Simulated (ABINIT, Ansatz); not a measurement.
# Quasiparticle gap of SnSe2 (P-3m1) in ABINIT, part 3 of 3

Aim: the G0W0 gap of SnSe2 (P-3m1) on PBE, step by step.

ABINIT 10.8.3; PBE and many-body steps on it, plane waves. Known limits of the many-body steps: not at the basis limit; no spin-orbit coupling; coarse k mesh.

So far. Step 4 (Empty states on the mesh, 3×3×2 mesh, 582 bands): On this mesh the gap is 1.100 eV. The earlier step found 0.819 eV, so this mesh misses an edge. Step 5 (Screening, 3×3×2 mesh, 530 bands, screening to 272.1 eV): Local fields lower ε∞ by 12 %. On a Γ-centred mesh this coarse the value itself is usually too large, while a short band sum pulls it down.

### Step 6. Self-energy, 3×3×2 mesh, 530 bands, screening to 272.1 eV

The self-energy is evaluated for the states that the input lists, and the levels follow from it, in one-shot runs by the linearised quasiparticle equation.

This step: G0W0 on PBE, plane waves, norm-conserving pseudopotentials.

run.abi

```
acell 3*1.0 Angstrom
rprim 
  3.810999999987 0.000000000003 0.000000000000
  -1.905499999996 3.300422813810 0.000000000000
  0.000000000000 0.000000000000 6.136000000000
ntypat 2
znucl 50 34
natom 3
typat 1 2 2
xred 
  0.000000000000 0.000000000000 0.000000000000
  0.333333333333 0.666666666667 0.249000000000
  0.666666666667 0.333333333333 0.751000000000
pp_dirpath "pseudos"
pseudos "Sn.upf, Se.upf"
ecut 48
ngkpt 3 3 2
nshiftk 1
shiftk 0 0 0
kptopt 1
chksymbreak 0
istwfk *1
occopt 1
irdwfk 1
optdriver 4
nband 530
gwcalctyp 0
ecutsigx 48
symsigma 1
nkptgw 1
kptgw 
  0.0000000000 0.0000000000 0.0000000000
bdgw 
  33 37
ecuteps 10
irdscr 1
ppmodel 1
indata_prefix "in"
outdata_prefix "out"
tmpdata_prefix "tmp"
```

Launch:

```
> OMP_NUM_THREADS=1 mpirun -n 8 abinit run.abi > log
```

Numbers of over 12 decimals in the logs are rounded to 6 here.

Log:

```text
.Version 10.8.3 of ABINIT. v10.8.2 released Aug 2026.

 Symmetries : space group P-3 m 1 (#164); Bravais hP (primitive hexag.)
[... echo of the input left out ...]
== DATASET  1 ==================================================================
-   mpi_nproc: 8, omp_nthreads: 1 (-1 if OMP is not activated)

--- !DatasetInfo
iteration_state: {dtset: 1, }
dimensions: {natom: 3, nkpt: 6, mband: 530, nsppol: 1, nspinor: 1, nspden: 1, mpw: 8305, }
cutoff_energies: {ecut:  48.0, pawecutdg:  -1.0, }
electrons: {nelect:   7.00000000E+01, charge:   0.00000000E+00, occopt:   1.00000000E+00, tsmear:   1.00000000E-02, }

 SIGMA: Calculation of the GW corrections

 Based on a program developped by R.W. Godby, V. Olevano, G. Onida, and L. Reining.
 Incorporated in ABINIT by V. Olevano, G.-M. Rignanese, and M. Torrent.
.Using double precision arithmetic ; gwpc =  8

[... cell and pseudopotentials left out ...]
--------------------------------------------------------------------------------

 ==== K-mesh for the wavefunctions ====
 Number of points in the irreducible wedge :     6
[... list of points left out ...]
 Together with 12 symmetry operations and time-reversal symmetry
 yields    18 points in the full Brillouin Zone.

 ==== Q-mesh for screening function ====
 Number of points in the irreducible wedge :     6
[... list of points left out ...]
 Together with 12 symmetry operations and time-reversal symmetry
 yields    18 points in the full Brillouin Zone.

 vcoul_init : cutoff-mode = AUXILIARY_FUNCTION
 q-points for optical limit:   1
     1)      0.000010    0.000020    0.000030
 setmesh: FFT mesh size selected  =    40x   40x   75
          total number of points  =       120000

 Number of electrons calculated from density =   70.0000; Expected =   70.0000
 average of density, n =  0.134403
 r_s =    1.2111
 omega_plasma =   35.3638 [eV]

 === KS Band Gaps ===
  >>>> For spin  1
   Minimum direct gap =   1.0998 [eV], located at k-point      :   0.0000  0.0000  0.0000
   Fundamental gap    =   1.0998 [eV], Top of valence bands at :   0.0000  0.0000  0.0000
                                       Bottom of conduction at :   0.0000  0.0000  0.0000
 SIGMA fundamental parameters:
 PLASMON POLE MODEL  1
 number of plane-waves for SigmaX                 8305
 number of plane-waves for SigmaC and W            785
 number of plane-waves for wavefunctions          8305
 number of bands                                   530
 number of independent spin polarizations            1
 number of spinorial components                      1
 number of k-points in IBZ                           6
 number of q-points in IBZ                           6
 number of symmetry operations                      12
 number of k-points in BZ                           18
 number of q-points in BZ                           18
 number of frequencies for dSigma/dE                 9
 frequency step for dSigma/dE [eV]                0.25
 number of omega for Sigma on real axis              0
 max omega for Sigma on real axis  [eV]           0.00
 zcut for avoiding poles [eV]                     0.10

 EPSILON^-1 parameters (SCR file):
 dimension of the eps^-1 matrix on file            785
 dimension of the eps^-1 matrix used               785
 number of plane-waves for wavefunctions          8305
 number of bands                                   530
 number of q-points in IBZ                           6
 number of frequencies                               2
 number of real frequencies                          1
 number of imag frequencies                          1

 matrix elements of self-energy operator (all in [eV])

 Perturbative Calculation

--- !SelfEnergy_ee
iteration_state: {dtset: 1, }
kpoint     : [   0.000,    0.000,    0.000, ]
spin       : 1
KS_gap     :    1.100
QP_gap     :    1.708
Delta_QP_KS:    0.608
data: !SigmaeeData |
     Band     E0 <VxcDFT>   SigX SigC(E0)      Z dSigC/dE  Sig(E)    E-E0       E
       33   5.249 -14.622 -16.811   1.499   0.788  -0.269 -15.166  -0.544   4.705
       34   5.249 -14.622 -16.811   1.499   0.788  -0.269 -15.166  -0.544   4.705
       35   5.637 -14.683 -16.739   1.336   0.792  -0.263 -15.253  -0.570   5.067
       36   6.737 -13.871 -10.050  -3.775   0.809  -0.236 -13.833   0.038   6.775
       37   8.603 -11.502  -7.047  -4.451   0.813  -0.231 -11.499   0.003   8.606

== END DATASET(S) ==============================================================
================================================================================

 -outvars: echo values of variables after computation  --------
           etotal      0.0000000000E+00
            nband         530
             nkpt           6
          spgroup         164
 [... the other variables as echoed above ...]

 Calculation completed.
```

Run time: 62 s. Hardware: 8 MPI ranks of Arm Neoverse V1, shared host; peak memory 5.3 GiB.

Numbers from this step:

```
G0W0 gap on the points computed              : 1.708 eV
starting gap on the mesh                     : 1.100 eV
k of the valence top                         : 0, 0, 0
k of the conduction bottom                   : 0, 0, 0
Z at the valence top                         : 0.792
Z at the conduction bottom                   : 0.809
least direct G0W0 gap on the computed points : 1.708 eV
```

The gap on the mesh goes from 1.10 eV to 1.71 eV, a correction of +0.61 eV. The start differs from the 0.82 eV found before because the two sample other k points.

Limits: finite bands, cutoff and mesh; no spin-orbit coupling; coarse k mesh. v1 is the top filled band, c1 the lowest empty one. Levels before and after the correction, in eV, zero at the valence-band top of each column:

```
           conduction bottom  valence top
Kohn-Sham               1.10         0.00
     G0W0               1.71         0.00
```

```
             level  energy (eV)
Kohn-Sham  Γ v3-v2       -0.387
Kohn-Sham     Γ v1        0.000
Kohn-Sham     Γ c1        1.100
Kohn-Sham     Γ c2        2.966
     G0W0  Γ v3-v2       -0.362
     G0W0     Γ v1        0.000
     G0W0     Γ c1        1.708
     G0W0     Γ c2        3.539
```

### Step 7. Where the time went

Times are wall times on the hardware named with each run, good to a factor of about two.

```
                          step     time  share  memory (GiB)
                  ground state     46 s    5 %          0.88
bands along the symmetry lines     38 s    4 %          0.79
      empty states on the mesh  7.7 min   45 %           1.1
                     screening  6.9 min   40 %           5.1
                   self-energy     62 s    6 %           5.3
```

### Step 8. Results

* PBE gap: 0.75 eV, indirect
* G0W0 gap on the mesh: 1.71 eV
* G0W0 gap over the zone (rigid shift): 1.35 eV
* GW settings: 3×3×2 mesh, 530 bands, screening to 272.1 eV, Godby-Needs plasmon pole
* known limits: not at the basis limit; no spin-orbit coupling; coarse k mesh

What this shows: G0W0 moves the gap on the mesh from 1.10 eV to 1.71 eV (+0.61 eV), with Z of 0.79 and 0.81 at the edges. The mesh misses the band edges by 0.35 eV in all; a rigid shift gives 1.35 eV for the zone. Local fields lower the RPA ε∞ on this mesh from 22.29 to 19.58; a Γ-centred mesh this coarse tends to raise both, most where the direct gap is narrow, while a short band sum lowers them. Only 1 of the mesh's irreducible points was corrected, so a valley elsewhere could overtake. Against experiment, by G0W0@PBE: the gap of 1.35 eV lies +0.14 eV from the measured 1.21 ± 0.04 eV (electronic, 77.6 K, 2018); the gap of 1.35 eV lies +0.35 eV from the measured 1 eV (indirect, quoted 2018); the gap of 1.35 eV lies +0.15 eV from the measured 1.207 eV (exciton, 300 K, 2021). An exciton line or allowed optical edge lies below the quasiparticle gap by the binding energy; a forbidden edge can push the onset above it. The calculation has static nuclei and no excitons; a measured gap holds zero-point and thermal motion, which mostly lowers it. Bands and cutoff are finite, so the gap is not at the basis limit. The miss can reach some tenths of an eV and take either sign; the mesh is an error of its own. In the G0W0 run levels were corrected at 1 k point alone, so a gap called «on the mesh» is the least over those, and an edge elsewhere would be missed. A denser mesh or path gives a starting gap of 0.75 eV: the GW mesh misses a band edge, so its gaps are not the fundamental one. The 3×3×2 mesh is coarse for this cell, which bears on the long-range parts of exchange and screening. The many-body steps are scalar-relativistic: spin-orbit coupling is not in them.

[Paths, hosts, dates, memory and timing lines, banners, echoed tables and standing remarks are left out of the program output.]

[Logs are printed without paths, hosts, clocks, repeated set-up lines and the standing remarks that a program may print on its own settings, such as how far it seeks lower states.]

[Runs of the session that timed out or met a known fault of the program may be left out.]

[Hosts, paths, dates, database ids (printed as entryN), source tags and the programs' standing remarks are cut or masked in the printed files.]

[G0W0 gaps are taken among the corrected bands and points alone; a level outside them can change the order at an edge.]

[Where Ansatz stands beside ABINIT at settings called matched, ABINIT's density can come from a denser mesh and the files from another edition; pairs whose starting gaps differed by over 0.03 eV were left out, so agreement reads better than it is.]
